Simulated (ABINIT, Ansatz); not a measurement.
# Quasiparticle gap of BaNaH6Ir (F-43m) in ABINIT, part 2 of 3

Wanted: ground state, empty states, screening and self-energy for BaNaH6Ir (F-43m).

ABINIT 10.8.3; LDA and many-body steps on it, plane waves. Known limits of the many-body steps: not at the basis limit; no spin polarisation; d states lean on the start; no spin-orbit coupling; coarse k mesh.

So far. Step 2 (Ground state): The gap is indirect, with the least direct gap 0.03 eV higher.

## 3. Bands along the symmetry lines

Level of this step: DFT, LDA, plane waves, norm-conserving pseudopotentials (ABINIT).

The cheap functional maps the bands first; the places of the edges decide which points the dearer methods must see.

Contents of run.abi:

```
acell 3*1.0 Angstrom
rprim 
  -0.000000000000 3.922549000000 3.922549000000
  3.922549000000 -0.000000000000 3.922549000000
  3.922549000000 3.922549000000 -0.000000000000
ntypat 4
znucl 11 56 1 77
natom 9
typat 1 2 3 3 3 3 3 3 4
xred 
  0.250000000000 0.250000000000 0.250000000000
  0.750000000000 0.750000000000 0.750000000000
  0.784973000000 0.215027000000 0.215027000000
  0.215027000000 0.784973000000 0.215027000000
  0.784973000000 0.784973000000 0.215027000000
  0.215027000000 0.784973000000 0.784973000000
  0.784973000000 0.215027000000 0.784973000000
  0.215027000000 0.215027000000 0.784973000000
  0.000000000000 0.000000000000 0.000000000000
pp_dirpath "pseudos"
pseudos "Na.upf, Ba.upf, H.upf, Ir.upf"
ecut 38
iscf -2
irdden 1
kptopt 0
nkpt 26
kpt 
  0.00000000 0.00000000 0.00000000
  -0.12500000 -0.12500000 0.00000000
  -0.25000000 -0.25000000 0.00000000
  -0.37500000 -0.37500000 0.00000000
  -0.50000000 -0.50000000 0.00000000
  -0.46875000 -0.46875000 0.06250000
  -0.43750000 -0.43750000 0.12500000
  -0.40625000 -0.40625000 0.18750000
  -0.37500000 -0.37500000 0.25000000
  -0.37500000 0.00000000 0.37500000
  -0.28125000 0.00000000 0.28125000
  -0.18750000 0.00000000 0.18750000
  -0.09375000 0.00000000 0.09375000
  0.00000000 0.00000000 0.00000000
  0.00000000 0.00000000 0.12500000
  0.00000000 0.00000000 0.25000000
  0.00000000 0.00000000 0.37500000
  -0.00000000 -0.00000000 0.50000000
  -0.12500000 -0.06250000 0.43750000
  -0.25000000 -0.12500000 0.37500000
  -0.37500000 -0.18750000 0.31250000
  -0.50000000 -0.25000000 0.25000000
  -0.50000000 -0.31250000 0.18750000
  -0.50000000 -0.37500000 0.12500000
  -0.50000000 -0.43750000 0.06250000
  -0.50000000 -0.50000000 0.00000000
istwfk *1
nband 28
nbdbuf 2
tolwfr 1e-08
nstep 40
prtwf 0
prtvol 0
indata_prefix "in"
outdata_prefix "out"
tmpdata_prefix "tmp"
```

Run with:

```console
$ OMP_NUM_THREADS=1 mpirun -n 4 abinit run.abi > log
```

Numbers of over 12 decimals in the logs are rounded to 6 here.

The program printed:

```text
.Version 10.8.3 of ABINIT. v10.8.2 released Aug 2026.

 Symmetries : space group F-4 3 m (#216); Bravais cF (face-center cubic)
[... echo of the input left out ...]
== DATASET  1 ==================================================================
-   mpi_nproc: 4, omp_nthreads: 1 (-1 if OMP is not activated)

--- !DatasetInfo
iteration_state: {dtset: 1, }
dimensions: {natom: 9, nkpt: 26, mband: 28, nsppol: 1, nspinor: 1, nspden: 1, mpw: 9185, }
cutoff_energies: {ecut:  38.0, pawecutdg:  -1.0, }
electrons: {nelect:   4.20000000E+01, charge:   0.00000000E+00, occopt:   1.00000000E+00, tsmear:   1.00000000E-02, }

 Real(R)+Recip(G) space primitive vectors, cartesian coordinates (Bohr,Bohr^-1):
 R(1)=  0.0000000  7.4125433  7.4125433  G(1)= -0.0674532  0.0674532  0.0674532
 R(2)=  7.4125433  0.0000000  7.4125433  G(2)=  0.0674532 -0.0674532  0.0674532
 R(3)=  7.4125433  7.4125433  0.0000000  G(3)=  0.0674532  0.0674532 -0.0674532
 Unit cell volume ucvol=  8.1457622E+02 bohr^3
 Angles (23,13,12)=  6.00000000E+01  6.00000000E+01  6.00000000E+01 degrees

 getcut: wavevector=  0.0000  0.0000  0.0000  ngfft=  60  60  60
         ecut(hartree)=     38.000   => boxcut(ratio)=   2.06259

--- Pseudopotential description ------------------------------------------------
- Na Generated using ONCVPSP code by D. R. Hamann
- 11.00000   9.00000  180309                  znucl, zion, pspdat
12 -1012 1 -1 1968                            pspcod,pspxc,lmax,lloc,mmax
     nproj     2     2     0     0
  pspatm : epsatm=    9.37365322
         --- l  ekb(1:nproj) -->
             0    2.664741   -0.674314
             1   -6.796556   -2.419774
 pspatm: atomic psp has been read  and splines computed

- Ba Generated using ONCVPSP code by D. R. Hamann
- 56.00000  10.00000  180309                  znucl, zion, pspdat
12 -1012 2 -1 1912                            pspcod,pspxc,lmax,lloc,mmax
     nproj     2     2     2     0
  pspatm : epsatm=   25.95172157
         --- l  ekb(1:nproj) -->
             0    6.668455    0.685657
[...]
pspatm: atomic psp has been read  and splines computed

- H Generated using ONCVPSP code by D. R. Hamann
-  1.00000   1.00000  180309                  znucl, zion, pspdat
12 -1012 1 -1 1180                            pspcod,pspxc,lmax,lloc,mmax
     nproj     2     1     0     0
  pspatm : epsatm=    0.35439867
         --- l  ekb(1:nproj) -->
[...]
1   -0.275071
 pspatm: atomic psp has been read  and splines computed

- Ir Generated using ONCVPSP code by D. R. Hamann
- 77.00000  17.00000  180309                  znucl, zion, pspdat
12 -1012 3 -1 1296                            pspcod,pspxc,lmax,lloc,mmax
     nproj     2     2     2     2
  pspatm : epsatm=   27.56253566
         --- l  ekb(1:nproj) -->
[...]
pspatm: atomic psp has been read  and splines computed

[...]
Non-SCF case, kpt   26 ( -0.50000 -0.50000  0.00000), residuals and eigenvalues=
[...]
-9.8917E-02 -7.5599E-02 -6.4764E-02 -3.5817E-03  4.0949E-02  4.0949E-02
  5.1329E-02  6.2162E-02  6.2162E-02  1.7316E-01  2.5522E-01  2.6264E-01
[...]
--- !ResultsGS
iteration_state: {dtset: 1, }
comment   : Summary of ground state results
lattice_vectors:
- [ -0.0000000,   7.4125433,   7.4125433, ]
- [  7.4125433,  -0.0000000,   7.4125433, ]
- [  7.4125433,   7.4125433,  -0.0000000, ]
lattice_lengths: [  10.48292,   10.48292,   10.48292, ]
lattice_angles: [ 60.000,  60.000,  60.000, ] # degrees, (23, 13, 12)
lattice_volume:   8.1457622E+02
convergence: {deltae:  0.000E+00, res2:  0.000E+00, residm:  9.979E-09, diffor:  0.000E+00, }
etotal    :  -1.92369892E+02
entropy   :   0.00000000E+00
fermie    :   6.32716535E-02
cartesian_stress_tensor: null
pressure_GPa: null
xred      :
- [  2.5000E-01,   2.5000E-01,   2.5000E-01, Na]
- [  7.5000E-01,   7.5000E-01,   7.5000E-01, Ba]
- [  7.8497E-01,   2.1503E-01,   2.1503E-01,  H]
- [  2.1503E-01,   7.8497E-01,   2.1503E-01,  H]
- [  7.8497E-01,   7.8497E-01,   2.1503E-01,  H]
- [  2.1503E-01,   7.8497E-01,   7.8497E-01,  H]
- [  7.8497E-01,   2.1503E-01,   7.8497E-01,  H]
- [  2.1503E-01,   2.1503E-01,   7.8497E-01,  H]
- [  0.0000E+00,   0.0000E+00,   0.0000E+00, Ir]
cartesian_forces: null
force_length_stats: {min: null, max: null, mean: null, }

 Integrated electronic density in atomic spheres:
 ------------------------------------------------
 Atom  Sphere_radius  Integrated_density
[...]
================================================================================

 ----iterations are completed or convergence reached----

 Mean square residual over all n,k,spin=   51.919E-10; max=  99.790E-10
 reduced coordinates (array xred) for    9 atoms
[...]
0.215027000000      0.215027000000      0.784973000000
       0.000000000000      0.000000000000      0.000000000000

 cartesian coordinates (angstrom) at end:
[...]
length scales=  1.889726125908  1.889726125908  1.889726125908 bohr
              =  1.000000000000  1.000000000000  1.000000000000 angstroms
 prteigrs : about to open file out_EIG
 Eigenvalues (hartree) for nkpt=  26  k points:
 kpt#   1, nband= 28, wtk=  1.00000, kpt=  0.0000  0.0000  0.0000 (reduced coord)
[...]
kpt#   2, nband= 28, wtk=  1.00000, kpt= -0.1250 -0.1250  0.0000 (reduced coord)
[...]
kpt#   3, nband= 28, wtk=  1.00000, kpt= -0.2500 -0.2500  0.0000 (reduced coord)
[...]
kpt#  25, nband= 28, wtk=  1.00000, kpt= -0.5000 -0.4375  0.0625 (reduced coord)
[...]
0.27875    0.28413    0.33176    0.34834
 kpt#  26, nband= 28, wtk=  1.00000, kpt= -0.5000 -0.5000  0.0000 (reduced coord)
[...]
-0.75301   -0.33360   -0.32794   -0.32794   -0.09892   -0.07560   -0.06476   -0.00358
   0.04095    0.04095    0.05133    0.06216    0.06216    0.17316    0.25522    0.26264
   0.28349    0.28349    0.32844    0.35067

== END DATASET(S) ==============================================================
================================================================================

 -outvars: echo values of variables after computation  --------
            nband          28
             nkpt          26
          spgroup         216
 [... the other variables as echoed above ...]

 Calculation completed.
```

The job ended after 44 s (4 MPI ranks of Arm Neoverse V1, shared host; peak memory 0.46 GiB; 2.9 min of CPU time).

This step gave:

```
gap                        : 2.990 eV
k of the valence top       : 0, 0, 0
k of the conduction bottom : -0.5, -0.5, 0
least direct gap           : 3.020 eV
```

The gap is 2.990 eV, as in the run before at this level.

Electronic bands along the path, in eV, zero at the top of the highest filled band:

```tsv
point	band 18	band 19	band 20	band 21	band 22	band 23	band 24	band 25
Γ	-1.12	0.00	0.00	0.00	4.36	5.15	5.15	7.02
halfway	-0.87	-0.18	-0.02	-0.02	3.89	5.25	5.61	6.82
X	-0.61	-0.32	-0.03	-0.03	2.99	5.22	5.43	5.99
halfway	-0.60	-0.23	-0.03	-0.03	3.10	5.27	5.45	5.76
U	-0.58	-0.14	-0.03	-0.03	3.38	5.23	5.38	5.68
jump to K	-0.58	-0.14	-0.03	-0.03	3.38	5.23	5.38	5.68
halfway	-0.76	-0.15	-0.05	-0.02	4.54	4.64	5.60	6.14
Γ	-1.12	0.00	0.00	0.00	4.36	5.15	5.15	7.02
halfway	-0.87	-0.11	-0.04	-0.04	4.78	4.78	5.22	6.25
L	-0.62	-0.22	-0.06	-0.06	4.78	4.78	5.21	5.60
halfway	-0.61	-0.11	-0.06	-0.04	3.89	4.88	5.55	5.72
W	-0.67	-0.11	-0.03	-0.02	3.48	5.14	5.43	5.47
halfway	-0.64	-0.18	-0.03	-0.03	3.20	5.30	5.48	5.57
X	-0.61	-0.32	-0.03	-0.03	2.99	5.22	5.43	5.99
```

## 4. Empty states on the mesh, 2×2×2 mesh, 237 bands

The sums over transitions need many empty states on a uniform mesh; this step solves for them.

Contents of run.abi:

```
acell 3*1.0 Angstrom
rprim 
  -0.000000000000 3.922549000000 3.922549000000
  3.922549000000 -0.000000000000 3.922549000000
  3.922549000000 3.922549000000 -0.000000000000
ntypat 4
znucl 11 56 1 77
natom 9
typat 1 2 3 3 3 3 3 3 4
xred 
  0.250000000000 0.250000000000 0.250000000000
  0.750000000000 0.750000000000 0.750000000000
  0.784973000000 0.215027000000 0.215027000000
  0.215027000000 0.784973000000 0.215027000000
  0.784973000000 0.784973000000 0.215027000000
  0.215027000000 0.784973000000 0.784973000000
  0.784973000000 0.215027000000 0.784973000000
  0.215027000000 0.215027000000 0.784973000000
  0.000000000000 0.000000000000 0.000000000000
pp_dirpath "pseudos"
pseudos "Na.upf, Ba.upf, H.upf, Ir.upf"
ecut 38
ngkpt 2 2 2
nshiftk 1
shiftk 0 0 0
kptopt 1
chksymbreak 0
iscf -2
irdden 1
istwfk *1
nband 237
nbdbuf 20
tolwfr 1e-09
nstep 60
prtvol 0
indata_prefix "in"
outdata_prefix "out"
tmpdata_prefix "tmp"
```

The program printed:

```text
.Version 10.8.3 of ABINIT. v10.8.2 released Aug 2026.

 Symmetries : space group F-4 3 m (#216); Bravais cF (face-center cubic)
[... echo of the input left out ...]
== DATASET  1 ==================================================================
-   mpi_nproc: 4, omp_nthreads: 1 (-1 if OMP is not activated)
-    --> not optimal distribution: autoparal keyword recommended in input file <--

--- !DatasetInfo
iteration_state: {dtset: 1, }
dimensions: {natom: 9, nkpt: 3, mband: 237, nsppol: 1, nspinor: 1, nspden: 1, mpw: 9185, }
cutoff_energies: {ecut:  38.0, pawecutdg:  -1.0, }
electrons: {nelect:   4.20000000E+01, charge:   0.00000000E+00, occopt:   1.00000000E+00, tsmear:   1.00000000E-02, }

 Real(R)+Recip(G) space primitive vectors, cartesian coordinates (Bohr,Bohr^-1):
 R(1)=  0.0000000  7.4125433  7.4125433  G(1)= -0.0674532  0.0674532  0.0674532
 R(2)=  7.4125433  0.0000000  7.4125433  G(2)=  0.0674532 -0.0674532  0.0674532
 R(3)=  7.4125433  7.4125433  0.0000000  G(3)=  0.0674532  0.0674532 -0.0674532
 Unit cell volume ucvol=  8.1457622E+02 bohr^3
 Angles (23,13,12)=  6.00000000E+01  6.00000000E+01  6.00000000E+01 degrees

 getcut: wavevector=  0.0000  0.0000  0.0000  ngfft=  60  60  60
         ecut(hartree)=     38.000   => boxcut(ratio)=   2.06259

--- Pseudopotential description ------------------------------------------------
- Na Generated using ONCVPSP code by D. R. Hamann
- 11.00000   9.00000  180309                  znucl, zion, pspdat
12 -1012 1 -1 1968                            pspcod,pspxc,lmax,lloc,mmax
     nproj     2     2     0     0
  pspatm : epsatm=    9.37365322
         --- l  ekb(1:nproj) -->
             0    2.664741   -0.674314
             1   -6.796556   -2.419774
 pspatm: atomic psp has been read  and splines computed

- Ba Generated using ONCVPSP code by D. R. Hamann
- 56.00000  10.00000  180309                  znucl, zion, pspdat
12 -1012 2 -1 1912                            pspcod,pspxc,lmax,lloc,mmax
     nproj     2     2     2     0
  pspatm : epsatm=   25.95172157
         --- l  ekb(1:nproj) -->
             0    6.668455    0.685657
[...]
pspatm: atomic psp has been read  and splines computed

- H Generated using ONCVPSP code by D. R. Hamann
-  1.00000   1.00000  180309                  znucl, zion, pspdat
12 -1012 1 -1 1180                            pspcod,pspxc,lmax,lloc,mmax
     nproj     2     1     0     0
  pspatm : epsatm=    0.35439867
         --- l  ekb(1:nproj) -->
[...]
1   -0.275071
 pspatm: atomic psp has been read  and splines computed

- Ir Generated using ONCVPSP code by D. R. Hamann
- 77.00000  17.00000  180309                  znucl, zion, pspdat
12 -1012 3 -1 1296                            pspcod,pspxc,lmax,lloc,mmax
     nproj     2     2     2     2
  pspatm : epsatm=   27.56253566
         --- l  ekb(1:nproj) -->
[...]
-3.2434E+00 -1.7637E+00 -1.6543E+00 -1.6543E+00 -1.6543E+00 -8.6907E-01
 -7.5301E-01 -7.5301E-01 -7.5301E-01 -3.2587E-01 -3.2587E-01 -3.2587E-01
 -1.3955E-01 -7.0026E-02 -7.0026E-02  2.2164E-02  2.2164E-02  2.2164E-02
[...]
2.9186E+00  2.9347E+00  2.9347E+00  2.9465E+00  2.9465E+00  2.9465E+00
  2.9565E+00  2.9565E+00  2.9565E+00  2.9967E+00  2.9967E+00  2.9973E+00
[...]
prteigrs : prtvol=0 or 1, do not print more k-points.

--- !ResultsGS
iteration_state: {dtset: 1, }
comment   : Summary of ground state results
lattice_vectors:
- [ -0.0000000,   7.4125433,   7.4125433, ]
- [  7.4125433,  -0.0000000,   7.4125433, ]
- [  7.4125433,   7.4125433,  -0.0000000, ]
lattice_lengths: [  10.48292,   10.48292,   10.48292, ]
lattice_angles: [ 60.000,  60.000,  60.000, ] # degrees, (23, 13, 12)
lattice_volume:   8.1457622E+02
convergence: {deltae:  0.000E+00, res2:  0.000E+00, residm:  9.862E-10, diffor:  0.000E+00, }
etotal    :  -1.92369892E+02
entropy   :   0.00000000E+00
fermie    :   6.32716535E-02
cartesian_stress_tensor: null
pressure_GPa: null
xred      :
- [  2.5000E-01,   2.5000E-01,   2.5000E-01, Na]
- [  7.5000E-01,   7.5000E-01,   7.5000E-01, Ba]
- [  7.8497E-01,   2.1503E-01,   2.1503E-01,  H]
- [  2.1503E-01,   7.8497E-01,   2.1503E-01,  H]
- [  7.8497E-01,   7.8497E-01,   2.1503E-01,  H]
- [  2.1503E-01,   7.8497E-01,   7.8497E-01,  H]
- [  7.8497E-01,   2.1503E-01,   7.8497E-01,  H]
- [  2.1503E-01,   2.1503E-01,   7.8497E-01,  H]
- [  0.0000E+00,   0.0000E+00,   0.0000E+00, Ir]
cartesian_forces: null
force_length_stats: {min: null, max: null, mean: null, }

 Integrated electronic density in atomic spheres:
 ------------------------------------------------
 Atom  Sphere_radius  Integrated_density
[...]
================================================================================

 ----iterations are completed or convergence reached----

 Mean square residual over all n,k,spin=   41.827E-11; max=  98.624E-11
 reduced coordinates (array xred) for    9 atoms
[...]
0.215027000000      0.215027000000      0.784973000000
       0.000000000000      0.000000000000      0.000000000000

 cartesian coordinates (angstrom) at end:
    1      1.961275     1.961275     1.961275
    2      5.883824     5.883824     5.883824
    3      1.686908     3.922549     3.922549
[...]
8      3.922549     3.922549     1.686908
    9      0.000000     0.000000     0.000000
 length scales=  1.889726125908  1.889726125908  1.889726125908 bohr
              =  1.000000000000  1.000000000000  1.000000000000 angstroms
 prteigrs : about to open file out_EIG
 Eigenvalues (hartree) for nkpt=   3  k points:
 kpt#   1, nband=237, wtk=  0.12500, kpt=  0.0000  0.0000  0.0000 (reduced coord)
[...]
2.88754    2.88754    2.90161    2.90161    2.90161    2.91856    2.91856    2.93474
   2.93474    2.94652    2.94653    2.94653    2.95650    2.95650    2.95651    2.99666
   2.99672    2.99732    3.00377    3.00404    3.00463
 prteigrs : prtvol=0 or 1, do not print more k-points.

== END DATASET(S) ==============================================================
================================================================================

 -outvars: echo values of variables after computation  --------
            nband         237
             nkpt           3
          spgroup         216
 [... the other variables as echoed above ...]

 Calculation completed.
```

Elapsed: 2.1 min, on 4 MPI ranks; peak memory 0.47 GiB.

This step gave:

```yaml
gap: 2.990 eV
k_of_the_valence_top: 0, 0, 0
k_of_the_conduction_bottom: 0.5, 0.5, 0
least_direct_gap: 3.020 eV
k_points_computed: 3
lowest_point_of_the_top_converged_band_above_the_valence_top: 74.3921 eV
```

On this mesh the gap is 2.990 eV.

## 5. Screening, 2×2×2 mesh, 217 bands, screening to 176.9 eV

The RPA dielectric matrix is built and inverted for each q.

This step: RPA screening on LDA, plane waves, norm-conserving pseudopotentials.

Edit run.abi of step 4 so:

```diff
@@ -27,10 +27,11 @@
 chksymbreak 0
-iscf -2
-irdden 1
 istwfk *1
-nband 237
-nbdbuf 20
-tolwfr 1e-09
-nstep 60
-prtvol 0
+occopt 1
+irdwfk 1
+optdriver 3
+nband 217
+ecuteps 6.5
+inclvkb 2
+awtr 1
+symchi 1
 indata_prefix "in"
```

The program printed:

```text
.Version 10.8.3 of ABINIT. v10.8.2 released Aug 2026.

 Symmetries : space group F-4 3 m (#216); Bravais cF (face-center cubic)
[... echo of the input left out ...]
== DATASET  1 ==================================================================
-   mpi_nproc: 4, omp_nthreads: 1 (-1 if OMP is not activated)

--- !DatasetInfo
iteration_state: {dtset: 1, }
dimensions: {natom: 9, nkpt: 3, mband: 217, nsppol: 1, nspinor: 1, nspden: 1, mpw: 9185, }
cutoff_energies: {ecut:  38.0, pawecutdg:  -1.0, }
electrons: {nelect:   4.20000000E+01, charge:   0.00000000E+00, occopt:   1.00000000E+00, tsmear:   1.00000000E-02, }

 SCREENING: Calculation of the susceptibility and dielectric matrices

 Based on a program developped by R.W. Godby, V. Olevano, G. Onida, and L. Reining.
 Incorporated in ABINIT by V. Olevano, G.-M. Rignanese, and M. Torrent.
.Using double precision arithmetic ; gwpc =  8

[... cell and pseudopotentials left out ...]
--------------------------------------------------------------------------------

 ==== K-mesh for the wavefunctions ====
 Number of points in the irreducible wedge :     3
[... list of points left out ...]
 Together with 24 symmetry operations and time-reversal symmetry
 yields     8 points in the full Brillouin Zone.

 ==== Q-mesh for the screening function ====
 Number of points in the irreducible wedge :     3
[... list of points left out ...]
 Together with 24 symmetry operations and time-reversal symmetry
 yields     8 points in the full Brillouin Zone.

 setmesh: FFT mesh size selected  =    45x   45x   45
          total number of points  =        91125

 vcoul_init : cutoff-mode = AUXILIARY_FUNCTION
 q-points for optical limit:   1
     1)      0.000010    0.000020    0.000030

- screening: taking advantage of time-reversal symmetry
- Maximum band index for partially occupied states nbvw = 21
- Remaining bands to be divided among processors   nbcw = 196
- Number of bands treated by each node ~49

 Number of electrons calculated from density =   42.0000; Expected =   42.0000
 average of density, n =  0.051561
 r_s =    1.6667
 omega_plasma =   21.9035 [eV]

 calculating chi0 at frequencies [eV] :
  1    0.000000E+00    0.000000E+00
  2    0.000000E+00    2.190354E+01

--------------------------------------------------------------------------------
  q-point number  1        q = ( 0.000000, 0.000000, 0.000000) [r.l.u.]
--------------------------------------------------------------------------------
[... chi0 elements left out ...]
 For q-point:  0.000010 0.000020 0.000030
  dielectric constant =   4.1046
  dielectric constant without local fields =   5.0447

  Average fulfillment of the sum rule on Im[epsilon] for q-point    1 :     76.73  [%]
[... wings left out ...]
  q-point number  2        q = ( 0.500000, 0.000000, 0.000000) [r.l.u.]
--------------------------------------------------------------------------------
[... chi0 elements left out ...]
  Average fulfillment of the sum rule on Im[epsilon] for q-point    2 :     81.39  [%]

 [... 1 further q-points ...]
```

Wall time 50 s (4 MPI ranks); peak memory 2.3 GiB; 3.3 min of CPU time.

This step gave:

| Quantity | Value |
| --- | --- |
| ε∞ with local fields, on this mesh, along the program's q direction | 4.105 |
| the same without local fields | 5.045 |
| plasma frequency | 21.90 eV |
| plane waves in the screening matrix | 645 |

Local fields lower ε∞ by 19 %. On a Γ-centred mesh this coarse the value itself is usually too large, while a short band sum pulls it down.

(Continued in part 3 of 3.)

[Paths, hosts, dates, memory and timing lines, banners, echoed tables and standing remarks are left out of the program output.]

[Logs are printed without paths, hosts, clocks, repeated set-up lines and the standing remarks that a program may print on its own settings, such as how far it seeks lower states.]

[Runs of the session that timed out or met a known fault of the program may be left out.]

[Hosts, paths, dates, database ids (printed as entryN), source tags and the programs' standing remarks are cut or masked in the printed files.]

[G0W0 gaps are taken among the corrected bands and points alone; a level outside them can change the order at an edge.]

[Where Ansatz stands beside ABINIT at settings called matched, ABINIT's density can come from a denser mesh and the files from another edition; pairs whose starting gaps differed by over 0.03 eV were left out, so agreement reads better than it is.]
